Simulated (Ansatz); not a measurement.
# Al(111) / 5.25 Å vacuum / Al(111): a missing point of the current-voltage curve

Four biases are known. What current density flows at 1.5 V?

**Method.** Ansatz 0.2.0, plane waves with PAW datasets, PBE; a slab with two metal leads whose outer parts are reservoirs, with density and current solved under bias (Landauer, 300 K). Both electrodes are alike, so the curve is odd in V.

Results; the value marked ? is to be predicted:

```
bias (V)  drop between the leads' cuts (V)  current density (A/m²)
     0.3                             0.290               1.53×10¹³
     0.6                             0.582               3.14×10¹³
       1                             0.971               5.28×10¹³
     1.5                              1.46                       ?
       2                              1.95               1.06×10¹⁴
```

Worked fit:

An odd curve starts as J = aV + bV³. Least squares on the four rows gives a = 5.24×10¹³ A/(m² V) and b = 1.29×10¹¹ A/(m² V³), so at 1.5 V: 5.24×10¹³ × 1.5 + 1.29×10¹¹ × 3.375. Predicted: 7.91×10¹³ A/m².

Check against the run:

7.95×10¹³ A/m², so the prediction is 0.56 % too low. The fit misses the rows shown by up to 2.9 %, and the cubic term makes 0.98 % of the current at 2 V, too little against the scatter to be read.

Caveats: On every other k-point the currents of these runs, at any bias, move by up to 2.3 %. Atoms are frozen on ideal sites at every bias.

[Logs are printed without paths, hosts, clocks, repeated set-up lines and the standing remarks that a program may print on its own settings, such as how far it seeks lower states.]
